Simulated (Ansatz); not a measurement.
# CsNa (built on the sites of a database entry of LiAg): Grüneisen parameters

Aim: how the phonons of CsNa (built on the sites of a database entry of LiAg) shift with volume, and the thermal expansion that follows.

Main program and level: Ansatz 0.2.0; DFT PBEsol, scalar-relativistic, plane waves, PAW.

Most raw output is cut from this account.

The structure was built from a prototype and need not be the compound's stable phase.

### Step 1. Starting point

It takes space group Pm-3m (No. 221, cubic). The conventional cell has a = 5.096 Å, b = 5.096 Å, c = 5.096 Å, α = 90.00°, β = 90.00°, γ = 90.00°. Nearest to Cs lie 8 Na at 4.41 Å. Nearest to Na lie 8 Cs at 4.41 Å. Farther neighbours are not listed.

### Step 2. Phonons on a q mesh

The cell comes from relaxations at this level that are not shown. Stability and thermal properties need the whole zone. Linear response on a 2×2×2 q mesh gives force constants as far as a supercell of that size would.

The input, input.yaml:

```yaml
crystal:
  lattice:
    - [5.0962465328, 0.0, 0.0]
    - [0.0, 5.0962465328, 0.0]
    - [0.0, 0.0, 5.0962465328]
  atoms:
    - { symbol: Cs, position: [0.0, 0.0, 0.0] }
    - { symbol: Na, position: [0.5, 0.5, 0.5] }
kpoints:
  mp_grid: { grid: [8, 8, 8] }
hamiltonian:
  xc: pbesol
scf:
  occupations: { method: methfessel_paxton, width: 0.15 }
output:
  eigenvalues: true
phonons:
  method: dfpt
  qmesh: [2, 2, 2]
  temperatures: { t_max: 1000, t_step: 50 }
  qpath:
    path:
      - [[0.0, 0.0, 0.0], [0.0, 0.5, 0.0], [0.5, 0.5, 0.0], [0.0, 0.0, 0.0], [0.5, 0.5, 0.5], [0.0, 0.5, 0.0]]
      - [[0.5, 0.5, 0.5], [0.5, 0.5, 0.0]]
    npoints: 10
```

Launch:

```console
$ ansatz run input.yaml --threads 4 --pin off --max-ram 7168MiB --backend cpu --events-out ev --progress --plain --runs-dir out
```

The job ended after 45 s (4 threads of Arm Neoverse V2, shared host; peak memory 0.91 GiB).

This step gave:

- volume per atom: 66.18 Å³
- gap on the k-mesh: 0 eV
- sum-rule residual before enforcement: 1.18e-5 eV/Å²
- lowest frequency on the path: -5.338 cm⁻¹
- point group: m-3m
- highest frequency on the path or at a solved wavevector: 79.8 cm⁻¹
- highest optical mode at the zone centre (no LO-TO term): 79.77 cm⁻¹
- lowest optical zone-centre mode: 79.77 cm⁻¹
- lowest mode on the q mesh (acoustic modes at Γ apart): 5.8 cm⁻¹

Frequencies (cm⁻¹) solved at each irreducible wavevector; negative means imaginary. Frequencies by wavevector, by row:

| q in reciprocal lattice units | star | mode 1 | mode 2 | mode 3 | mode 4 | mode 5 | mode 6 |
| --- | --- | --- | --- | --- | --- | --- | --- |
| 0 0 0 | 1 | 0 | 0 | 0 | 79.8 | 79.8 | 79.8 |
| 0 0 -0.5 | 3 | 29 | 29 | 38.5 | 49.2 | 73.1 | 73.1 |
| 0 -0.5 -0.5 | 3 | 5.8 | 5.8 | 25.8 | 70.6 | 70.6 | 77.5 |
| -0.5 -0.5 -0.5 | 1 | 42 | 42 | 42 | 60.7 | 60.7 | 60.7 |

Symmetry leaves 4 wavevectors to solve. The lowest mode among them, the acoustic zeros apart, lies at q = (0, -0.5, -0.5) and is real, 5.8 cm⁻¹. Between them the interpolated path dips to 5i cm⁻¹.

### Step 3. Relaxing at another volume, volume ratio 0.97

The volume is scaled by 0.97 and held; symmetry leaves nothing to relax, so this is a single point. The modes can then be followed against volume.

input.yaml, the sections that differ from step 2:

```yaml
crystal:
  lattice:
    - [5.0447657754, 0.0, 0.0]
    - [0.0, 5.0447657754, 0.0]
    - [0.0, 0.0, 5.0447657754]
  atoms:
    - { symbol: Cs, position: [0.0, 0.0, 0.0] }
    - { symbol: Na, position: [0.5, 0.5, 0.5] }
output:
  forces: true
  stress: true
  eigenvalues: true
# kpoints, hamiltonian, scf: as in step 2
# phonons: removed
```

Elapsed: 1.1 s, on 4 threads; peak memory 0.41 GiB; 3.6 s of CPU time.

This step gave:

```yaml
pressure: 0.1138 GPa
volume_per_atom: 64.19 Å³
```

The run ends at a pressure of 0.11 GPa.

### Step 4. Phonons at the other volume, volume ratio 0.97

The phonons are repeated at this volume on the same k and q meshes.

input.yaml, the sections that differ from step 3:

```yaml
output:
  eigenvalues: true
phonons:
  method: dfpt
  qmesh: [2, 2, 2]
  temperatures: { t_max: 1000, t_step: 50 }
  qpath:
    path:
      - [[0.0, 0.0, 0.0], [0.0, 0.5, 0.0], [0.5, 0.5, 0.0], [0.0, 0.0, 0.0], [0.5, 0.5, 0.5], [0.0, 0.5, 0.0]]
      - [[0.5, 0.5, 0.5], [0.5, 0.5, 0.0]]
    npoints: 10
# crystal, kpoints, hamiltonian, scf: as in step 3
```

Wall time 45 s (4 threads); peak memory 0.89 GiB; 2.8 min of CPU time.

Numbers from this step:

```
sum-rule residual before enforcement                    : 7.40e-6 eV/Å²
lowest frequency on the path                            : -6.765 cm⁻¹
highest frequency on the path or at a solved wavevector : 82.63 cm⁻¹
highest optical mode at the zone centre (no LO-TO term) : 82.63 cm⁻¹
lowest optical zone-centre mode                         : 82.63 cm⁻¹
lowest mode on the q mesh (acoustic modes at Γ apart)   : 3.32 cm⁻¹
```

Frequencies (cm⁻¹) solved at each irreducible wavevector; negative means imaginary. Frequencies by wavevector, by row:

```csv
q in reciprocal lattice units,star,mode 1,mode 2,mode 3,mode 4,mode 5,mode 6
0 0 0,1,0,0,0,82.6,82.6,82.6
0 0 -0.5,3,30,30,39.9,52.1,75.6,75.6
0 -0.5 -0.5,3,3.3,3.3,26.8,74,74,79.9
-0.5 -0.5 -0.5,1,43.3,43.3,43.3,63.6,63.6,63.6
```

The highest optical mode at the zone centre (no LO-TO term) is 82.6 cm⁻¹, +2.9 cm⁻¹ against the base run.

### Step 5. Relaxing at another volume, volume ratio 1.03

The volume is scaled by 1.03 and held; symmetry leaves nothing to relax, so this is a single point. The modes can then be followed against volume.

input.yaml, the sections that differ from step 4:

```yaml
crystal:
  lattice:
    - [5.146707701, 0.0, 0.0]
    - [0.0, 5.146707701, 0.0]
    - [0.0, 0.0, 5.146707701]
  atoms:
    - { symbol: Cs, position: [0.0, 0.0, 0.0] }
    - { symbol: Na, position: [0.5, 0.5, 0.5] }
output:
  forces: true
  stress: true
  eigenvalues: true
# kpoints, hamiltonian, scf: as in step 4
# phonons: removed
```

Run time: 1.1 s. Hardware: 4 threads; peak memory 0.41 GiB.

Numbers from this step:

```
pressure        : -0.1017 GPa
volume per atom : 68.16 Å³
```

The run ends at a pressure of -0.10 GPa.

### Step 6. Phonons at the other volume, volume ratio 1.03

input.yaml, the sections that differ from step 5:

```yaml
output:
  eigenvalues: true
phonons:
  method: dfpt
  qmesh: [2, 2, 2]
  temperatures: { t_max: 1000, t_step: 50 }
  qpath:
    path:
      - [[0.0, 0.0, 0.0], [0.0, 0.5, 0.0], [0.5, 0.5, 0.0], [0.0, 0.0, 0.0], [0.5, 0.5, 0.5], [0.0, 0.5, 0.0]]
      - [[0.5, 0.5, 0.5], [0.5, 0.5, 0.0]]
    npoints: 10
# crystal, kpoints, hamiltonian, scf: as in step 5
```

Run time: 46 s. Hardware: 4 threads; peak memory 0.91 GiB; 2.9 min of CPU time.

This step gave:

| Quantity | Value |
| --- | --- |
| sum-rule residual before enforcement | 5.07e-5 eV/Å² |
| lowest frequency on the path | -3.918 cm⁻¹ |
| highest frequency on the path or at a solved wavevector | 77 cm⁻¹ |
| highest optical mode at the zone centre (no LO-TO term) | 76.99 cm⁻¹ |
| lowest optical zone-centre mode | 76.99 cm⁻¹ |
| lowest mode on the q mesh (acoustic modes at Γ apart) | 7.25 cm⁻¹ |

The highest optical mode at the zone centre (no LO-TO term) is 77.0 cm⁻¹, -2.8 cm⁻¹ against the base run.

### Step 7. Grüneisen parameters

The Grüneisen parameter of a mode is minus the logarithmic change of its frequency with volume, −d ln ω / d ln V; weighted by heat capacity it gives the expansion.

Numbers from this step:

| Quantity | Value |
| --- | --- |
| bulk modulus | 3.6 GPa |

The phonon branches at the labelled points (cm⁻¹):

```csv
point,branch 1,branch 2,branch 3,branch 4,branch 5,branch 6
Γ,0,0,0,80,80,80
halfway,20,20,22,68,77,77
X,29,29,38,49,73,73
halfway,15,27,28,62,72,75
M,6,6,26,71,71,78
halfway,-5,24,35,64,73,76
Γ,0,0,0,80,80,80
halfway,23,23,32,68,71,71
R,42,42,42,61,61,61
halfway,17,30,35,64,68,73
X,29,29,38,49,73,73
jump to R,42,42,42,61,61,61
halfway,27,27,35,67,67,70
M,6,6,26,71,71,78
```

The same for volume x 0.97:

| point | branch 1 | branch 2 | branch 3 | branch 4 | branch 5 | branch 6 |
| --- | --- | --- | --- | --- | --- | --- |
| Γ | 0 | 0 | 0 | 83 | 83 | 83 |
| X | 30 | 30 | 40 | 52 | 76 | 76 |
| M | 3 | 3 | 27 | 74 | 74 | 80 |
| Γ | 0 | 0 | 0 | 83 | 83 | 83 |
| R | 43 | 43 | 43 | 64 | 64 | 64 |
| X | 30 | 30 | 40 | 52 | 76 | 76 |
| R | 43 | 43 | 43 | 64 | 64 | 64 |
| M | 3 | 3 | 27 | 74 | 74 | 80 |

The same for volume x 1.03:

```csv
point,branch 1,branch 2,branch 3,branch 4,branch 5,branch 6
Γ,0,0,0,77,77,77
X,28,28,37,46,71,71
M,7,7,25,67,67,75
Γ,0,0,0,77,77,77
R,41,41,41,58,58,58
X,28,28,37,46,71,71
R,41,41,41,58,58,58
M,7,7,25,67,67,75
```

### Step 8. Summary of results

* bulk modulus: 3.6 GPa

What this shows: No expansion is given, because modes are imaginary at one volume or more. The highest optical mode at Γ goes from 83 to 77 cm⁻¹ as the cell grows, a Grüneisen parameter of 1.18. Branches are matched by rank, so values near crossings are rough. With no gap, or one that is small against the smearing, the frequencies hang on the k mesh and the smearing, most of all near Kohn anomalies. Spin-orbit coupling is left out, which can matter for the heavy elements here. The starting cell was built on a prototype and not taken from a measurement, so the phase need not exist.

[Logs are printed without paths, hosts, clocks, repeated set-up lines and the standing remarks that a program may print on its own settings, such as how far it seeks lower states.]

[Hosts, paths, dates, database ids (printed as entryN), source tags and the programs' standing remarks are cut or masked in the printed files.]
